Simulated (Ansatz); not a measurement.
**Slab bands of Au(111)-(√3×√3)R30°-In surface alloy**

Wanted: the bands of Au(111)-(√3×√3)R30°-In surface alloy, and its levels against the vacuum.

Calculated with Ansatz 0.2.0; plane-wave DFT, LDA, Ansatz PAW, in the first sound run; inputs show where later runs differ.

Report form: the programs' logs are mostly left out.

## Step 1: Set-up

The cell holds 15 atoms: 14 Au and 1 In. Cell: a = 4.997 Å, b = 4.997 Å, c = 28.022 Å, α = 90.0°, β = 90.0°, γ = 60.0°. Vacuum lies along c.

As a file:

```cif
data_structure
_symmetry_space_group_name_H-M 'P 1'
_symmetry_Int_Tables_number 1
_cell_length_a 4.9970
_cell_length_b 4.9970
_cell_length_c 28.0224
_cell_angle_alpha 90.000
_cell_angle_beta 90.000
_cell_angle_gamma 60.000
_cell_volume 605.96
loop_
_atom_site_label
_atom_site_type_symbol
_atom_site_fract_x
_atom_site_fract_y
_atom_site_fract_z
_atom_site_occupancy
Au1 Au 0.00000 0.33333 0.32117 1
Au2 Au 0.33333 0.66667 0.32117 1
Au3 Au 0.66667 0.00000 0.32117 1
Au4 Au 0.00000 0.00000 0.40523 1
Au5 Au 0.33333 0.33333 0.40523 1
Au6 Au 0.66667 0.66667 0.40523 1
Au7 Au 0.00000 0.66667 0.48929 1
Au8 Au 0.33333 0.00000 0.48929 1
Au9 Au 0.66667 0.33333 0.48929 1
Au10 Au 0.00000 0.33333 0.57336 1
Au11 Au 0.33333 0.66667 0.57336 1
Au12 Au 0.66667 0.00000 0.57336 1
Au13 Au 0.00000 0.00000 0.65742 1
Au14 Au 0.33333 0.33333 0.65742 1
In15 In 0.66667 0.66667 0.67883 1
```

## Step 2: Relaxing the slab

The structure is relaxed first, because levels and dipoles at a surface follow the positions of the outer atoms.

input.yaml

```yaml
crystal:
  lattice:
    - [4.9969590753, 0.0, 0.0]
    - [2.4984795376, 4.3274935009, 0.0]
    - [0.0, 0.0, 28.0223563932]
  atoms:
    - { symbol: Au, position: [0.0, 0.33333333, 0.3211721339] }
    - { symbol: Au, position: [0.33333333, 0.66666667, 0.3211721339] }
    - { symbol: Au, position: [0.66666667, 0.0, 0.3211721339] }
    - { symbol: Au, position: [0.0, 0.0, 0.4052331981] }
    - { symbol: Au, position: [0.33333333, 0.33333333, 0.4052331981] }
    - { symbol: Au, position: [0.66666667, 0.66666667, 0.4052331981] }
    - { symbol: Au, position: [0.0, 0.66666667, 0.4892942622] }
    - { symbol: Au, position: [0.33333333, 0.0, 0.4892942622] }
    - { symbol: Au, position: [0.66666667, 0.33333333, 0.4892942622] }
    - { symbol: Au, position: [0.0, 0.33333333, 0.5733553263] }
    - { symbol: Au, position: [0.33333333, 0.66666667, 0.5733553263] }
    - { symbol: Au, position: [0.66666667, 0.0, 0.5733553263] }
    - { symbol: Au, position: [0.0, 0.0, 0.6574163905] }
    - { symbol: Au, position: [0.33333333, 0.33333333, 0.6574163905] }
    - { symbol: In, position: [0.66666667, 0.66666667, 0.6788278661] }
kpoints:
  mp_grid: { grid: [12, 12, 1] }
hamiltonian:
  xc: lda
scf:
  occupations: { method: fermi_dirac, width: 0.1 }
  convergence: { dr2_threshold: 1.0e-08 }
efield:
  axis: 3
  dipole_correction: true
  ramp_position: 0.97
  ramp_width: 0.06
relax:
  f_tol: 0.01
  max_steps: 60
  constraints: [{ sites: [0, 1, 2, 3, 4, 5] }]
output:
  write_potential: true
  write_density: true
  volumetric_format: npy
```

Launch:

```
$ ansatz run input.yaml --threads 4 --pin off --max-ram 12288MiB --backend cpu --events-out ev --progress --plain --runs-dir out
```

Elapsed: 4.1 min, on 4 threads of Arm Neoverse V2, shared host; peak memory 2.9 GiB.

The steps of the relaxation:

| step | energy less that of the first step (eV) | largest force component (eV/Å) |
| --- | --- | --- |
| 1 | 0.0000 | 0.5738 |
| 2 | -0.0984 | 0.3634 |
| 3 | -0.1516 | 0.1183 |
| 4 | -0.1604 | 0.0321 |
| 5 | -0.1608 | 0.0013 |

Forces are held to the 6 operations that the run works with; a distortion that breaks them can't arise in this run.

The atoms that moved most (Å):

| atom | dx | dy | dz | length |
| --- | --- | --- | --- | --- |
| In15 | 0.000 | 0.000 | -0.491 | 0.491 |
| Au14 | 0.000 | 0.000 | -0.108 | 0.108 |
| Au13 | 0.000 | 0.000 | -0.108 | 0.108 |
| Au11 | 0.013 | 0.000 | -0.093 | 0.094 |
| Au12 | -0.006 | -0.011 | -0.093 | 0.094 |
| Au10 | -0.006 | 0.011 | -0.093 | 0.094 |
| Au7 | 0.000 | 0.000 | -0.054 | 0.054 |
| Au8 | 0.000 | 0.000 | -0.054 | 0.054 |

The relaxed structure:

```cif
data_structure
_symmetry_space_group_name_H-M 'P 1'
_symmetry_Int_Tables_number 1
_cell_length_a 4.9970
_cell_length_b 4.9970
_cell_length_c 28.0224
_cell_angle_alpha 90.000
_cell_angle_beta 90.000
_cell_angle_gamma 60.000
_cell_volume 605.96
loop_
_atom_site_label
_atom_site_type_symbol
_atom_site_fract_x
_atom_site_fract_y
_atom_site_fract_z
_atom_site_occupancy
Au1 Au 0.00000 0.33333 0.32117 1
Au2 Au 0.33333 0.66667 0.32117 1
Au3 Au 0.66667 0.00000 0.32117 1
Au4 Au 0.00000 0.00000 0.40523 1
Au5 Au 0.33333 0.33333 0.40523 1
Au6 Au 0.66667 0.66667 0.40523 1
Au7 Au 0.99999 0.66667 0.48738 1
Au8 Au 0.33335 0.99999 0.48738 1
Au9 Au 0.66667 0.33335 0.48738 1
Au10 Au 0.99748 0.33585 0.57002 1
Au11 Au 0.33585 0.66667 0.57002 1
Au12 Au 0.66667 0.99748 0.57002 1
Au13 Au 0.00000 0.00000 0.65356 1
Au14 Au 0.33333 0.33333 0.65356 1
In15 In 0.66667 0.66667 0.66132 1
```

Numbers from this step:

- energy at zero smearing: -185564.3396 eV
- work function, upper face: 4.957 eV
- work function, lower face: 5.560 eV
- dipole along the normal: 0.07206 e·Å
- step between the vacuum levels: -0.6030 eV

The relaxation took 5 steps and lowered the energy by 0.16 eV; the largest force on the free atoms ends at 0.0013 eV/Å.

The work function of the upper face is 4.96 eV.

## Step 3: Bands and layer weights

Projections on the atoms tell how each level spreads over the atomic layers. In a slab this thin or layered, weight on the outer layers doesn't make a level a surface state.

input.yaml

```yaml
crystal:
  lattice:
    - [4.9969590753, 0.0, 0.0]
    - [2.4984795376, 4.3274935009, 0.0]
    - [0.0, 0.0, 28.0223563932]
  atoms:
    - { symbol: Au, position: [1.7e-09, 0.3333333317, 0.3211721339] }
    - { symbol: Au, position: [0.3333333317, 0.6666666667, 0.3211721339] }
    - { symbol: Au, position: [0.6666666667, 1.7e-09, 0.3211721339] }
    - { symbol: Au, position: [0.0, 0.0, 0.4052331981] }
    - { symbol: Au, position: [0.3333333333, 0.3333333333, 0.4052331981] }
    - { symbol: Au, position: [0.6666666667, 0.6666666667, 0.4052331981] }
    - { symbol: Au, position: [-1.31178e-05, 0.6666666667, 0.4873836217] }
    - { symbol: Au, position: [0.3333464511, -1.31178e-05, 0.4873836217] }
    - { symbol: Au, position: [0.6666666667, 0.3333464511, 0.4873836217] }
    - { symbol: Au, position: [-0.0025210901, 0.3358544234, 0.5700237655] }
    - { symbol: Au, position: [0.3358544234, 0.6666666667, 0.5700237655] }
    - { symbol: Au, position: [0.6666666667, -0.0025210901, 0.5700237655] }
    - { symbol: Au, position: [0.0, 0.0, 0.653562365] }
    - { symbol: Au, position: [0.3333333333, 0.3333333333, 0.653562365] }
    - { symbol: In, position: [0.6666666667, 0.6666666667, 0.6613184286] }
kpoints:
  mp_grid: { grid: [12, 12, 1] }
  band_path:
    path: [[0, 0, 0], [0.5, 0, 0], [0.66666667, 0.33333333, 0], [0, 0, 0]]
    npoints: 24
hamiltonian:
  xc: lda
scf:
  occupations: { method: fermi_dirac, width: 0.05 }
  convergence: { dr2_threshold: 1.0e-09 }
efield:
  axis: 3
  dipole_correction: true
  ramp_position: 0.97
  ramp_width: 0.06
output:
  fatbands: true
  dos: { projected: true, e_range: [-8, 5] }
  write_potential: true
  write_density: true
  volumetric_format: npy
  elf: true
```

It took 6.8 min on 4 threads; peak memory 5.1 GiB.

Numbers from this step:

```
energy at zero smearing        : -185564.3391 eV
work function, upper face      : 4.955 eV
work function, lower face      : 5.568 eV
dipole along the normal        : 0.07322 e·Å
step between the vacuum levels : -0.6127 eV
```

The density of states has structure finer than the step of the table below, so its rows give means over 0.25 eV, whole bins alone (the curve runs from -8 to 2 eV). Peaks (eV: height): -4.480: 44.4, -4.380: 46.3, -2.750: 44.5, -2.530: 50.3, -2.400: 45.1, -2.010: 44.2, -1.940: 62.3.

Table of density of states by energy, zero at the Fermi level; means over each step:

| energy (eV) | density of states (states/eV a cell) |
| --- | --- |
| -7.75 | 3.11 |
| -7.50 | 3.96 |
| -7.25 | 10.1 |
| -7.00 | 11.5 |
| -6.75 | 15.7 |
| -6.50 | 22.0 |
| -6.25 | 17.8 |
| -6.00 | 24.8 |
| -5.75 | 20.6 |
| -5.50 | 17.4 |
| -5.25 | 23.8 |
| -5.00 | 29.0 |
| -4.75 | 28.9 |
| -4.50 | 38.8 |
| -4.25 | 29.1 |
| -4.00 | 31.2 |
| -3.75 | 24.0 |
| -3.50 | 26.7 |
| -3.25 | 29.7 |
| -3.00 | 28.5 |
| -2.75 | 29.7 |
| -2.50 | 32.0 |
| -2.25 | 25.3 |
| -2.00 | 33.7 |
| -1.75 | 18.7 |
| -1.50 | 6.67 |
| -1.25 | 4.70 |
| -1.00 | 4.81 |
| -0.75 | 5.05 |
| -0.50 | 4.77 |
| -0.25 | 5.10 |
| 0.00 | 4.99 |
| 0.25 | 4.81 |
| 0.50 | 4.27 |
| 0.75 | 5.16 |
| 1.00 | 4.41 |
| 1.25 | 5.19 |
| 1.50 | 4.41 |
| 1.75 | 4.61 |

Projected DOS per atom over height of the atomic layer and energy from the Fermi level. Layers: Au3 Au3 Au3 Au3 InAu2 from below.

Ten even steps from '0' (0.11 states/eV) to '9' (2.82 states/eV), each cell a mean:
```
00000
00000
00000
00000
00000
00000
00001
10000
78741
86663
95576
84666
85455
96667
69997
56765
35454
46462
26661
13541
01210
00000
```
Columns: height of the atomic layer (Å) from 9 to 18.4; rows upwards: energy from the Fermi level (eV) from -7.96 to 1.95.

Electronic bands along the path, in eV, zero at the Fermi level:

| point | band 137 | band 138 | band 139 | band 140 | band 141 | band 142 | band 143 | band 144 |
| --- | --- | --- | --- | --- | --- | --- | --- | --- |
| Γ | -0.33 | 1.18 | 2.25 | 2.25 | 2.51 | 2.58 | 2.58 | 2.84 |
| halfway | -0.43 | -0.09 | 0.70 | 0.73 | 0.98 | 1.20 | 1.44 | 1.85 |
| M | -1.45 | -0.80 | -0.57 | -0.52 | 0.14 | 0.51 | 0.98 | 1.16 |
| halfway | -1.75 | -1.64 | -1.28 | -0.83 | -0.51 | -0.45 | 0.81 | 1.32 |
| K | -1.89 | -1.85 | -1.76 | -1.76 | -0.39 | -0.15 | -0.15 | 1.55 |
| halfway | -0.77 | -0.20 | -0.10 | -0.09 | 0.60 | 0.70 | 1.52 | 1.89 |
| Γ | -0.33 | 1.18 | 2.25 | 2.25 | 2.51 | 2.58 | 2.58 | 2.84 |

Valence density in the ca plane at fractional y = 0.667, with atoms of Au and In within 0.2 Å of it. It is the smooth field of the valence electrons, not physical close to the nuclei.

Values in units of 1e0 e/Å³, 7 rows by 16 columns, each cell a mean:
```
0.3 0.4 1.3 6.6 0.9 0.2 0.2 0.2 0.3 0.1 0.0 0.0 0.0 0.0 0.0 0.0
3.0 4.8 0.4 0.6 0.2 0.2 0.2 1.0 4.0 0.3 0.0 0.0 0.0 0.0 0.0 0.0
4.6 7.4 0.4 0.2 0.1 0.2 0.2 1.5 6.8 0.4 0.0 0.0 0.0 0.0 0.0 0.0
0.8 1.2 0.2 0.3 0.3 2.9 1.3 0.3 0.9 0.1 0.0 0.0 0.0 0.0 0.0 0.0
0.2 0.2 0.1 0.2 0.5 9.2 4.0 0.2 0.2 0.1 0.0 0.0 0.0 0.0 0.0 0.0
0.2 0.2 0.4 1.3 0.4 3.0 1.4 0.2 0.2 0.1 0.0 0.0 0.0 0.0 0.0 0.0
0.2 0.2 1.8 9.0 1.2 0.3 0.2 0.2 0.2 0.1 0.0 0.0 0.0 0.0 0.0 0.0
```
Columns run along c (16.0 Å, from fractional 0.37 to 0.94 of the cell), rows up along a (5.0 Å). Atoms in or near the plane, at fractional coordinates: Au at (0.41, 0.67), Au at (0.49, 0.00), Au at (0.57, 0.34), In at (0.66, 0.67).

Electrostatic potential energy in the ca plane at fractional y = 0.667, with atoms of Au and In within 0.2 Å of it. With pseudopotentials it is smooth inside the atoms' cores, unlike the true potential.

Values in eV, 7 rows by 16 columns, each cell a mean:
```
  5   2  -8 -38  -4   6   8   5   1   8  10  10  11  11  11  11
-21 -31   3   0   7   6   7 -10 -31   0  10  10  11  11  11  11
-28 -39   4   7   8   6   6 -16 -37  -3   9  10  11  11  11  11
 -3  -8   7   6   5 -22  -9   0 -10   6  10  10  11  11  11  11
  7   7   9   7   1 -42 -25   7   7   9  10  11  11  11  11  11
  7   6   4 -10   2 -23  -9   7   7  10  11  11  11  11  11  11
  8   7 -12 -43  -7   6   8   8   7  10  11  11  11  11  11  11
```
Columns run along c (16.0 Å, from fractional 0.37 to 0.94 of the cell; values clipped at the 3rd and 97th percentile), rows up along a (5.0 Å). Atoms in or near the plane, at fractional coordinates: Au at (0.41, 0.67), Au at (0.49, 0.00), Au at (0.57, 0.34), In at (0.66, 0.67).

ELF in the ca plane at fractional y = 0.667, with atoms of Au and In within 0.2 Å of it. It is the smooth field of the valence electrons, not physical close to the nuclei.

Ten even steps from '0' (0.00) to '9' (0.73), each cell a mean:
```
12222236898632222211233333211000000000000000
23443334676432222222223333331000000000000000
36776433343222223222232233442100000000000000
47997532222111222322310023343100000000000000
47997532222111222322310023343100000000000000
36776432222222333332231133442100000000000000
23454322222223566542223333331000000000000000
22232212222235788743233333321000000000000000
22222111222235799753233333210000000000000000
22222112333234788642223322110000000000000000
22222223555323455432223322110000000000000000
12222235787532333222223322110000000000000000
12222246898632222211223332210000000000000000
```
Columns run along c (16.0 Å, from fractional 0.37 to 0.94 of the cell), rows up along a (5.0 Å). Atoms in or near the plane, at fractional coordinates: Au at (0.41, 0.67), Au at (0.49, 0.00), Au at (0.57, 0.34), In at (0.66, 0.67).

The work function of the upper face is 4.95 eV.

## Step 4: With spin-orbit coupling

This step: plane-wave DFT, PBE, fully relativistic PAW with spin-orbit coupling (Ansatz 0.2.0).

Heavy atoms split their bands by spin-orbit coupling, so the bands are run again with fully relativistic files.

input.yaml: that of step 3 with these lines changed.

```diff
@@ -21,12 +21,11 @@
     - { symbol: In, position: [0.6666666667, 0.6666666667, 0.6613184286] }
-kpoints:
-  mp_grid: { grid: [12, 12, 1] }
-  band_path:
-    path: [[0, 0, 0], [0.5, 0, 0], [0.66666667, 0.33333333, 0], [0, 0, 0]]
-    npoints: 24
 hamiltonian:
-  xc: lda
+  xc: pbe
+  pseudopotentials: { kind: paw_fr }
+magnetization:
+  noncollinear: true
+  spin_orbit: true
 scf:
   occupations: { method: fermi_dirac, width: 0.05 }
-  convergence: { dr2_threshold: 1.0e-09 }
+  convergence: { dr2_threshold: 1.0e-08 }
 efield:
@@ -38,3 +37,2 @@
   fatbands: true
-  dos: { projected: true, e_range: [-8, 5] }
   write_potential: true
@@ -42,2 +40,6 @@
   volumetric_format: npy
-  elf: true
+kpoints:
+  mp_grid: { grid: [12, 12, 1] }
+  band_path:
+    path: [[0, 0, 0], [0.5, 0, 0], [0.66666667, 0.33333333, 0], [0, 0, 0]]
+    npoints: 14
```

Run time: 47 min. Hardware: 4 threads; peak memory 11 GiB; 3.1 h of CPU time.

Numbers from this step:

| Property | Result |
| --- | --- |
| energy at zero smearing | -190213.5482 eV |
| work function, upper face | 4.613 eV |
| work function, lower face | 5.179 eV |
| dipole along the normal | 0.06760 e·Å |
| step between the vacuum levels | -0.5657 eV |

The electronic bands at the labelled points (eV, zero at the Fermi level):

| point | band 277 | band 278 | band 279 | band 280 | band 281 | band 282 | band 283 | band 284 |
| --- | --- | --- | --- | --- | --- | --- | --- | --- |
| Γ | 2.16 | 2.16 | 2.32 | 2.32 | 2.54 | 2.54 | 2.59 | 2.59 |
| halfway | 0.59 | 0.68 | 0.71 | 0.77 | 0.97 | 1.00 | 1.11 | 1.17 |
| M | -0.52 | -0.52 | -0.46 | -0.46 | 0.09 | 0.09 | 0.47 | 0.47 |
| halfway | -1.18 | -1.13 | -0.80 | -0.79 | -0.48 | -0.47 | -0.41 | -0.39 |
| K | -1.59 | -1.56 | -1.56 | -1.56 | -0.36 | -0.36 | -0.19 | -0.11 |
| halfway | -0.10 | -0.09 | -0.05 | -0.04 | 0.57 | 0.60 | 0.68 | 0.68 |
| Γ | 2.16 | 2.16 | 2.32 | 2.32 | 2.54 | 2.54 | 2.59 | 2.59 |

The work function of the upper face is 4.61 eV.

## Step 5: Close to the zone centre

A Rashba splitting shows at small k, so a short path out of the zone centre is sampled finely.

input.yaml: that of step 4 with these lines changed.

```diff
@@ -42,4 +42,2 @@
   mp_grid: { grid: [12, 12, 1] }
-  band_path:
-    path: [[0, 0, 0], [0.5, 0, 0], [0.66666667, 0.33333333, 0], [0, 0, 0]]
-    npoints: 14
+  band_path: { path: [[0, 0, 0], [0.2066, 0, 0]], npoints: 30 }
```

Elapsed: 36 min, on 4 threads; peak memory 11 GiB.

The electronic bands at the labelled points (eV, zero at the Fermi level):

| point | band 271 | band 272 | band 273 | band 274 | band 275 | band 276 | band 277 | band 278 |
| --- | --- | --- | --- | --- | --- | --- | --- | --- |
| Γ | -1.65 | -1.65 | -0.41 | -0.41 | 1.28 | 1.28 | 2.16 | 2.16 |
| halfway | -1.35 | -1.26 | -0.10 | 0.01 | 0.79 | 0.92 | 1.44 | 1.48 |
| end | -0.75 | -0.67 | -0.38 | -0.17 | 0.40 | 0.46 | 0.67 | 0.78 |

The levels on this short path go into the next step.

## Step 6: Spin splitting

This step: plane-wave DFT, PBE, fully relativistic PAW with spin-orbit coupling; spin splitting near the zone centre (Ansatz 0.2.0).

Levels that meet at the zone centre are followed outwards; a split that grows in proportion to k gives the Rashba parameter as ΔE/2k.

This step gave:

- largest split over 2k that stays linear in k: 0.6434 eV Å

Groups of levels that meet at the zone centre and whose split, tested at two k, grows in proportion to k or stays under 1 meV; groups that fail this test are left out. Spin splitting, by row:

| level at the first point (eV from the Fermi level) | states | split at k = 0.030 1/A (eV) | split over 2k (eV Å) |
| --- | --- | --- | --- |
| -2.452 | 2 | 0.0332 | 0.5534 |
| -2.124 | 2 | 0.0022 | 0.03667 |
| -2.067 | 2 | 0.0046 | 0.07667 |
| -1.672 | 2 | 0.0091 | 0.1517 |
| -1.645 | 2 | 0.0386 | 0.6434 |
| -0.4052 | 2 | 0.0358 | 0.5967 |
| 1.278 | 2 | 0.0277 | 0.4617 |
| 2.315 | 2 | 0.0146 | 0.2434 |

## Step 7: Varying the input

This step: plane-wave DFT, LDA, Ansatz PAW (Ansatz 0.2.0).

An input spoilt on purpose, to show how the run answers: it repeats the earlier run with efield.amplitude to 3.0, and scf.max_iter set to 80; its output block differs too.

input.yaml: that of step 5 with these lines changed.

```diff
@@ -21,11 +21,13 @@
     - { symbol: In, position: [0.6666666667, 0.6666666667, 0.6613184286] }
+kpoints:
+  mp_grid: { grid: [12, 12, 1] }
+  band_path:
+    path: [[0, 0, 0], [0.5, 0, 0], [0.66666667, 0.33333333, 0], [0, 0, 0]]
+    npoints: 24
 hamiltonian:
-  xc: pbe
-  pseudopotentials: { kind: paw_fr }
-magnetization:
-  noncollinear: true
-  spin_orbit: true
+  xc: lda
 scf:
   occupations: { method: fermi_dirac, width: 0.05 }
-  convergence: { dr2_threshold: 1.0e-08 }
+  convergence: { dr2_threshold: 1.0e-09 }
+  max_iter: 80
 efield:
@@ -35,4 +37,6 @@
   ramp_width: 0.06
+  amplitude: 3.0
 output:
   fatbands: true
+  dos: { projected: true, e_range: [-8, 5] }
   write_potential: true
@@ -40,4 +44 @@
   volumetric_format: npy
-kpoints:
-  mp_grid: { grid: [12, 12, 1] }
-  band_path: { path: [[0, 0, 0], [0.2066, 0, 0]], npoints: 30 }
```

The job ended after 8.4 min (4 threads; peak memory 5.4 GiB).

| quantity | this run | earlier run | difference |
| --- | --- | --- | --- |
| dipole along the normal (e·Å) | 4.584 | 0.07322 | 4.5 |

The applied field differs between the two, so the dipoles differ in any case.

In so strong a field the program warns of density in the ramp of the sawtooth; these numbers are not the system's.

## Step 8: Results

```yaml
work_function_upper_face: 4.95 eV
work_function_lower_face: 5.57 eV
largest_split_over_2k_that_stays_linear_in_k: 0.643 eV Å
```

In words: No level at the symmetry points, from 3 eV under the Fermi level to 2.0 eV over it, passes the bound for weight on the outer layers. The strongest linear splitting near the zone centre, 0.64 eV·Å, belongs to the levels at -1.65 eV. The in-plane lattice is held at a typed value, so part of the relaxation answers the strain against the functional's own lattice constant. Image-potential states are missing at this level, since the potential falls off too fast in the vacuum.

[Logs are printed without paths, hosts, clocks, repeated set-up lines and the standing remarks that a program may print on its own settings, such as how far it seeks lower states.]

[Hosts, paths, dates, database ids (printed as entryN), source tags and the programs' standing remarks are cut or masked in the printed files.]

[Maps of the electrostatic potential energy from Ansatz leave out the sawtooth potential of an applied field or a dipole correction, so their vacuum need not be flat; planar profiles and work functions include it.]

[The density of states shown here was stored with 400 of the rows of the run's finer table, so its peaks can read low, often by over a quarter, or be missed, and its means over a window can be off by a tenth or more.]
